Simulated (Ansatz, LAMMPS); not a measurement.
# Structural relaxation of Li+ BF4- in ethylene carbonate and dimethyl sulfoxide and propylene carbonate, from a frame at 440 K (188 atoms), part 3 of 3

Wanted: the relaxed structure of Li+ BF4- in ethylene carbonate and dimethyl sulfoxide and propylene carbonate, from a frame at 440 K (188 atoms) and its electronic structure.

Ansatz 0.2.0; Kohn-Sham DFT, PBE+D4, PAW (set soft_2), plane waves.

The cell: 44 C, 34 O, 76 H, 4 S, 5 B, 20 F and 5 Li. The network of contacts between molecules at the start is that of the classical potential that made the cell. Sampling is at Γ alone, for a cell whose shortest periodic width is 14 Å.

So far. Step 4 (Cell and atoms relaxed): The relaxation changed the energy by -78.7 meV/atom, and atoms moved by 1.1 Å r.m.s., 2.9 Å at most.

### Step 6. Single point at the relaxed geometry

The electronic structure is read at the final geometry, in a run of its own.

input.yaml reads:

```yaml
crystal:
  lattice:
    - [13.08498, 0.14703, 0.50701]
    - [0.14703, 13.10242, 0.00281]
    - [0.50701, 0.00281, 12.81266]
  atoms:
    - { symbol: C, position: [0.62423, 0.87244, 0.31195] }
    - { symbol: C, position: [0.59428, 0.7699, 0.27115] }
    - { symbol: C, position: [0.48493, 0.73962, 0.30557] }
    - { symbol: O, position: [0.42726, 0.78054, 0.22149] }
    - { symbol: C, position: [0.493, 0.79252, 0.13461] }
    - { symbol: O, position: [0.46605, 0.81681, 0.04995] }
    - { symbol: O, position: [0.59048, 0.77502, 0.15682] }
    - { symbol: H, position: [0.62137, 0.86964, 0.39745] }
    - { symbol: H, position: [0.57187, 0.93362, 0.28898] }
    - { symbol: H, position: [0.70238, 0.8909, 0.2831] }
    - { symbol: H, position: [0.65055, 0.70974, 0.28649] }
    - { symbol: H, position: [0.4755, 0.65664, 0.30814] }
    - { symbol: H, position: [0.45396, 0.7752, 0.37872] }
    - { symbol: C, position: [0.84927, 0.2144, 0.4416] }
    - { symbol: C, position: [0.87799, 0.1358, 0.52108] }
    - { symbol: C, position: [0.81169, 0.13966, 0.62574] }
    - { symbol: O, position: [0.76051, 0.04224, 0.63147] }
    - { symbol: C, position: [0.79362, 0.98485, 0.54874] }
    - { symbol: O, position: [0.76667, 0.89777, 0.53534] }
    - { symbol: O, position: [0.86036, 0.0327, 0.48225] }
    - { symbol: H, position: [0.89766, 0.20683, 0.36818] }
    - { symbol: H, position: [0.85924, 0.29117, 0.47329] }
    - { symbol: H, position: [0.76869, 0.20764, 0.42569] }
    - { symbol: H, position: [0.95973, 0.13732, 0.53397] }
    - { symbol: H, position: [0.85731, 0.14458, 0.69335] }
    - { symbol: H, position: [0.75255, 0.20029, 0.62798] }
    - { symbol: C, position: [0.85164, 0.82762, 0.79252] }
    - { symbol: C, position: [0.90554, 0.72477, 0.78712] }
    - { symbol: C, position: [0.01382, 0.72275, 0.73313] }
    - { symbol: O, position: [0.07094, 0.65441, 0.7983] }
    - { symbol: C, position: [0.0167, 0.6434, 0.89121] }
    - { symbol: O, position: [0.04848, 0.59846, 0.96539] }
    [... 150 atom lines left out ...]
    - { symbol: F, position: [0.99862, 0.12795, 0.79161] }
    - { symbol: Li, position: [0.26852, 0.78121, 0.2409] }
    - { symbol: Li, position: [0.92234, 0.1414, 0.92266] }
    - { symbol: Li, position: [0.68749, 0.78333, 0.57944] }
    - { symbol: Li, position: [0.38189, 0.43506, 0.3569] }
    - { symbol: Li, position: [0.12466, 0.48198, 0.01097] }
kpoints:
  mp_grid: { grid: [1, 1, 1] }
hamiltonian:
  xc: pbe
  dispersion: d4
scf:
  occupations: { method: fixed }
output:
  forces: true
  stress: true
  populations: true
  dos:
    method: { smearing: { sigma: 0.15 } }
    de: 0.1
    projected: { site_lists: { B: [B], C: [C], F: [F], H: [H], Li: [Li] } }
  eigenvalues: true
  write_density: true
  write_potential: true
  volumetric_format: npy
  elf: true
```

Run with:

```sh
ansatz run input.yaml --threads 4 --pin off --max-ram 8192MiB --backend cpu --events-out ev --progress --plain --runs-dir out
```

Numbers of over 12 decimals in the logs are rounded to 6 here.

Log:

```text
[...]
Crystal: 188 atoms, lattice volume = 2193.020 Å³
Basis set: ecut = 420 eV, 42909 PW (Γ), exchange–correlation on 180×180×180 points (8 copies of the dense FFT grid, shifted against one another)
Bands: 513, of which v1, the nominal top of the filled ones, is band 325 counted from 1 (324 counted from 0)
Symmetry: 1 space group operations
[...]
k-points: 1
[...]
SCF iter   1: F=—  HF=-53154.833936 eV  |F-HF|=—  |Δ(HF+E_count)|=         —  Δρ=5.52e-3  dr2=7.99e-1  ethr=1.77e-3  ⟨swp⟩=5.0  Hψ=1868  notcnv=0  defer=176
[...]
SCF iter  10: F=-53154.632990 eV  HF=-53154.632990 eV  |F-HF|=5.65e-8  |Δ(HF+E_count)|=   3.16e-8  Δρ=1.87e-6  dr2=8.15e-8  ethr=1.54e-11  ⟨swp⟩=23.0  Hψ=4858  notcnv=0
[...]
SCF 1 converged in 10 iterations: F = -53154.632990 eV  dr2 = 8.15e-8
[...]
WARN: The input density's exchange-correlation potential varies sharply where the density is thin. Do not read a vacuum level from v_tot or v_xc, or from such a field of the output density. On a cell that repeats whose density bears no net charge and no dipole along the vacuum's axis use v_es (v_loc + v_h of the components); [...]
SCF converged after 10 iterations
Free energy (F): -53154.632990 eV
[...]
Internal energy: -53154.632990 eV  (E = F + TS)
E sigma→0 (E₀):  -53154.632990 eV
Fermi energy:    -0.244974 eV
[...]
--- Forces (eV/Å), atoms counted from 1 ---
  atom   1  C     -0.00180418    -0.00325231     0.00577351
  atom   2  C      0.00036471     0.00223602    -0.00777845
  atom   3  C     -0.00325684    -0.00028960    -0.00106062
  atom   4  O      0.00085868    -0.00228870     0.00866523
  atom   5  C      0.00256465     0.00338204    -0.01115906
  atom   6  O      0.00324336     0.00098619     0.00682679
  atom   7  O      0.00912347     0.00399748     0.00003784
  atom   8  H      0.00001924    -0.00198295     0.00490070
  atom   9  H     -0.00007803    -0.00127550    -0.00137531
  atom  10  H      0.00640120     0.00329734    -0.01044625
  atom  11  H     -0.00129682    -0.00188892    -0.00040725
  atom  12  H     -0.00005704    -0.00184941    -0.00028617
  atom  13  H      0.00107405     0.00002010     0.00128182
  atom  14  C      0.00436498    -0.00093708     0.01626482
[...]
atom 187  Li     0.00058323    -0.00103392     0.01808140
  atom 188  Li    -0.00196402    -0.00812185    -0.00258984
  max |Σ_I F_I| component: 3.03e-4 eV/Å
--- Stress (GPa, compression-positive) ---
        0.001670       0.001796       0.004118
        0.001797      -0.012926      -0.007786
        0.004116      -0.007783      -0.014614
  P = ⅓ Tr σ = -0.0086 GPa (-0.086 kbar)
--- Band table (eV) ---
[...]
--- Löwdin populations: 188 sites ---
  site symbol       q [e]
     0      C      4.4569
     1      C      3.8969
     2      C      4.0759
[...]
187     Li      2.2136
  spilling = 0.012234 (of n_electrons = 650.000000)
```

Run time: 46 s. Hardware: 4 threads of Arm Neoverse V2, shared host; peak memory 3.2 GiB; 3 min of CPU time.

The program notes that the exchange-correlation potential is rough where the density is thin.

Read from the output:

- free energy: -53154.6330 eV
- free energy per atom: -282.7374 eV/atom
- SCF cycles: 10
- pressure: -0.008623 GPa
- r.m.s. force component: 0.00986 eV/Å
- longest force: 0.04971 eV/Å
- Fermi energy: -0.245 eV
- gap (highest filled to lowest empty level): 4.648 eV
- spilling of the projection: 0.01223

Löwdin charges by element (they lack the spilled electrons, 0.042 e an atom on average):

```csv
element,coordination,atoms,mean charge (e),spread,least,most
B,all,5,0.873,0.0109,0.858,0.887
C,all,44,-0.0132,0.461,-0.593,0.728
F,all,20,-0.382,0.014,-0.405,-0.357
H,all,76,0.213,0.011,0.191,0.237
Li,all,5,0.780,0.0177,0.755,0.807
O,all,34,-0.384,0.176,-0.830,-0.249
S,all,4,1.20,0.0069,1.19,1.21
```

Density of states as counts of states in windows of 1 eV (from the Fermi level), total and the larger projections:

```csv
from (eV),to (eV),total,C p,F p,H s,C s
-14,-13,9.8,0.7,0.0,1.7,4.8
-13,-12,10.3,1.1,0.0,2.5,4.7
-12,-11,15.8,2.4,0.0,3.2,6.0
-11,-10,13.0,3.1,0.0,2.1,3.2
-10,-9,28.1,7.2,0.0,2.2,3.5
-9,-8,7.8,1.0,4.2,0.4,0.1
-8,-7,35.5,12.4,3.9,3.7,0.7
-7,-6,59.2,11.1,23.1,5.0,1.9
-6,-5,61.0,23.3,1.4,8.6,0.4
-5,-4,67.3,24.2,16.8,10.7,0.3
-4,-3,89.8,19.2,33.7,8.5,0.4
-3,-2,53.8,6.7,27.4,2.9,0.1
-2,-1,53.7,6.6,0.5,4.5,0.2
-1,0,7.0,0.7,0.0,0.3,0.1
0,1,1.5,0.1,0.0,0.1,0.0
1,4,0.0,0.0,0.0,0.0,0.0
4,5,13.7,5.6,0.0,0.9,0.4
```

With fixed occupations the program's Fermi level is the highest filled level; weight inside the gap is the broadening of levels at its edges.

Between -26 and -14 eV lie 126 more states.

Not all projections were asked for or kept, so they needn't add up to the total.

The levels nearest the highest filled one (over half full), pooled over k-points and spins:

```csv
level less the highest filled one (eV),occupation
-1.20,2
-1.13,2
-0.260,2
-0.229,2
-0.201,2
0,2
4.65,0
4.74,0
4.79,0
4.81,0
4.90,0
4.94,0
```

ELF in the ab plane at fractional z = 0.084, with atoms of C and H and O and S and B and F within 0.2 Å of it. It is the smooth field of the valence electrons, not physical close to the nuclei.

Ten even steps from '0' (0.00 × 1e-1) to '9' (9.96 × 1e-1), each cell a mean:
```
8510000000000000000047887300101452168
9830002343210000110001221038865785489
9720014677641013554200000289985687789
5300013566641037777510110058862254224
0000000112210047777521463002346764100
0000000122100014577422575100124542000
0000000122100000233212454100000100000
0000000000000000000001221000000000000
0000000000001453100000000000000000000
0000000110015787520000000000000000000
0000025665215787520000000000000000110
0000037877512576301441000000000000000
4430015788510121038996211000012321002
7775101454200000179997678610035664116
6677300000000000047766899940036765237
7775103541001220002345899940013333115
1110059997322331001233355400000012211
1000069996443110000000000000000011111
1000003553464100010000000000000000001
0002210146652002553211000000000000000
0158873223320016776654310000000000000
0389996214773015777646655300000000000
0059984003674002344457678720000001110
3002320000000000000257678720000134554
```
Columns run along a (13.1 Å), rows up along b (13.1 Å). Atoms in or near the plane, at fractional coordinates: C at (0.26, 0.24), H at (0.11, 0.09), H at (0.20, 0.29), O at (0.61, 0.03), H at (0.52, 0.44), H at (0.64, 0.38), C at (0.83, 0.86), S at (0.92, 0.95), H at (0.75, 0.89), B at (0.94, 0.33), F at (0.03, 0.39).

Electrostatic potential energy in the ab plane at fractional z = 0.084, with atoms of C and H and O and S and B and F within 0.2 Å of it. With pseudopotentials it is smooth inside the atoms' cores, unlike the true potential.

Ten even steps from '0' (-38 eV) to '9' (6 eV), each cell a mean:
```
8999999999999999999998778999999720004
9999999988899999999999999998788730015
9999999722589999999999999983241255568
9999999731589999535899999998720038999
9999999887899998300589999999975579999
9999999999999999865789999999999999999
9999999999999999999999999999999999999
9999999999999999999999999999999999999
9999999999999999999999999999999999999
9999999999999768999999999999999999999
9999999878998536999999999999999999999
9999897203899999999999999999999999999
9998888536999999997689999999999999999
3258999999999999996367888999999999998
0017999999999999999876623899999777654
4479999999999999999988866899999983002
8999996367789999999999999999999985114
9999997331148999999999999999999998878
9999999840038999999999999999999999999
9999999886689999999999999999999999999
9998889988899999844546899999999999999
9984168999999999853002689999999999999
9998789999999999987532016999999999899
9999999999999999999883004999999874358
```
Columns run along a (13.1 Å; values clipped at the 3rd and 97th percentile), rows up along b (13.1 Å). Atoms in or near the plane, at fractional coordinates: C at (0.26, 0.24), H at (0.11, 0.09), H at (0.20, 0.29), O at (0.61, 0.03), H at (0.52, 0.44), H at (0.64, 0.38), C at (0.83, 0.86), S at (0.92, 0.95), H at (0.75, 0.89), B at (0.94, 0.33), F at (0.03, 0.39).

Mean Löwdin charges: B +0.87, C -0.01, F -0.38, H +0.21, Li +0.78, O -0.38 e (they miss 1.2 % of the electrons, so they add up to more than the cell's charge).

Local excerpt of 10 atoms (numbers count through the whole input) about S120, one of the 4 S atoms; x, y, z are measured from there.

```csv
atom,x,y,z,distance (Å),Löwdin charge (e)
S120,0.00,0.00,0.00,0.00,1.19
O122,-1.19,0.22,0.92,1.52,-0.81
C121,0.98,-1.29,0.78,1.80,-0.59
C119,-0.58,-0.95,-1.42,1.80,-0.59
H126,1.35,-0.88,1.73,2.36,0.23
H123,-1.31,-0.32,-1.94,2.36,0.24
H124,0.29,-1.15,-2.06,2.38,0.23
H127,0.34,-2.17,0.96,2.39,0.21
H128,1.82,-1.55,0.12,2.40,0.23
H125,-1.04,-1.88,-1.08,2.41,0.21
```

### Step 7. Another try, on a changed input

A doubtful change is made on purpose, to see how the program answers.

input.yaml reads:

```yaml
crystal:
  lattice:
    - [13.52072, 0.0, 0.0]
    - [0.0, 13.52072, 0.0]
    - [0.0, 0.0, 13.52072]
  atoms:
    - { symbol: Cx, position: [0.63375, 0.85386, 0.3589] }
    - { symbol: C, position: [0.60481, 0.77275, 0.27982] }
    - { symbol: C, position: [0.4962, 0.74866, 0.28064] }
    - { symbol: O, position: [0.45045, 0.82332, 0.2241] }
    - { symbol: C, position: [0.5228, 0.84066, 0.1528] }
    - { symbol: O, position: [0.51265, 0.88887, 0.07922] }
    - { symbol: O, position: [0.61627, 0.80489, 0.18512] }
    - { symbol: H, position: [0.60749, 0.83624, 0.43005] }
    - { symbol: H, position: [0.60439, 0.92508, 0.34016] }
    - { symbol: H, position: [0.714, 0.86254, 0.35861] }
    - { symbol: H, position: [0.65159, 0.70848, 0.29494] }
    - { symbol: H, position: [0.47324, 0.67812, 0.2389] }
    - { symbol: H, position: [0.4707, 0.73922, 0.36] }
    - { symbol: C, position: [0.85925, 0.17641, 0.49157] }
    - { symbol: C, position: [0.89672, 0.12025, 0.58076] }
    - { symbol: C, position: [0.81858, 0.12117, 0.66708] }
    - { symbol: O, position: [0.75596, 0.04329, 0.63332] }
    - { symbol: C, position: [0.82057, 0.98131, 0.59542] }
    - { symbol: O, position: [0.79778, 0.89497, 0.58336] }
    - { symbol: O, position: [0.91088, 0.02021, 0.56478] }
    - { symbol: H, position: [0.91663, 0.18925, 0.43258] }
    - { symbol: H, position: [0.82689, 0.24698, 0.51605] }
    - { symbol: H, position: [0.80103, 0.13487, 0.45834] }
    - { symbol: H, position: [0.96436, 0.15638, 0.5986] }
    - { symbol: H, position: [0.85077, 0.09469, 0.73783] }
    - { symbol: H, position: [0.76934, 0.18454, 0.66795] }
    - { symbol: C, position: [0.9733, 0.80858, 0.83749] }
    - { symbol: C, position: [0.93458, 0.70456, 0.85268] }
    - { symbol: C, position: [0.9838, 0.62352, 0.8014] }
    - { symbol: O, position: [0.07588, 0.62307, 0.84764] }
    - { symbol: C, position: [0.04444, 0.63296, 0.9476] }
    - { symbol: O, position: [0.09966, 0.62044, 0.01895] }
    [... 150 atom lines left out ...]
    - { symbol: F, position: [0.00768, 0.19644, 0.87395] }
    - { symbol: Li, position: [0.30237, 0.83099, 0.23127] }
    - { symbol: Li, position: [0.87926, 0.17297, 0.96501] }
    - { symbol: Li, position: [0.74308, 0.76583, 0.62207] }
    - { symbol: Li, position: [0.3842, 0.42348, 0.36465] }
    - { symbol: Li, position: [0.13834, 0.48379, 0.08496] }
kpoints:
  mp_grid: { grid: [1, 1, 1] }
hamiltonian:
  xc: pbe
  dispersion: d4
scf:
  occupations: { method: fixed }
  max_iter: 80
output:
  forces: true
```

Log:

```text
Error: YAML parse error: error: line 7 column 17: `Cx` is not an element symbol (H … Og, case-exact)
 --> <input>:7:17
  |
5 |     - [0.0, 0.0, 13.52072]
6 |   atoms:
7 |     - { symbol: Cx, position: [0.63375, 0.85386, 0.3589] }
  |                 ^ `Cx` is not an element symbol (H … Og, case-exact)
8 |     - { symbol: C, position: [0.60481, 0.77275, 0.27982] }
9 |     - { symbol: C, position: [0.4962, 0.74866, 0.28064] }
  |
```

Elapsed: 0.02 s, on 4 threads; peak memory 0.02 GiB.

The input was rejected at the start.

The program's message: “Error: YAML parse error: error: line 7 column 17: `Cx` is not an element symbol (H … Og, case-exact)”

The fault in the input: an unknown element (crystal.atoms[0].symbol = "Cx"). The fix is to type the element's symbol rightly.

### Step 8. Summary of results

```
energy change in the relaxation                  : -78.65 meV/atom
r.m.s. displacement                              : 1.115 Å
largest displacement                             : 2.941 Å
free energy per atom                             : -282.7374 eV/atom
pressure                                         : -0.008623 GPa
r.m.s. force component                           : 0.00986 eV/Å
gap (highest filled to lowest empty level) : 4.648 eV
wall time of the 3 DFT runs                      : 32 min
```

**Reading.** Relaxation lowers the energy by 78.7 meV/atom and moves atoms by 1.1 Å r.m.s.; the r.m.s. force component goes from 1.1 to 0.0099 eV/Å, the pressure goes from 2.1 to -0.0086 GPa, and the gap from 4.07 to 4.65 eV. Displacements are taken in the final cell, so they leave out its strain. The cell shrank by 11.3 % in volume. First to last step the energy falls by 14.786 eV, across changes of basis; the largest move, 2.94 Å, is that of H38. The highest filled and lowest empty levels differ by 4.65 eV (at Γ alone); a semilocal functional tends to put such gaps too low. In a disordered cell it changes from sample to sample and from frame to frame.

**Limits.** The network of contacts between molecules at the start is that of the classical potential that made the cell; in DFT atoms moved by 1.1 Å r.m.s. The program warns that the dispersion model switches its C6 values near this geometry, which can put artefacts into forces and pressure. The relaxed geometry lies near a switch of the dispersion model's C6 values, so it may be an artefact of their interpolation.

[Logs are printed without paths, hosts, clocks, repeated set-up lines and the standing remarks that a program may print on its own settings, such as how far it seeks lower states.]

[Hosts, paths, dates, database ids (printed as entryN), source tags and the programs' standing remarks are cut or masked in the printed files.]
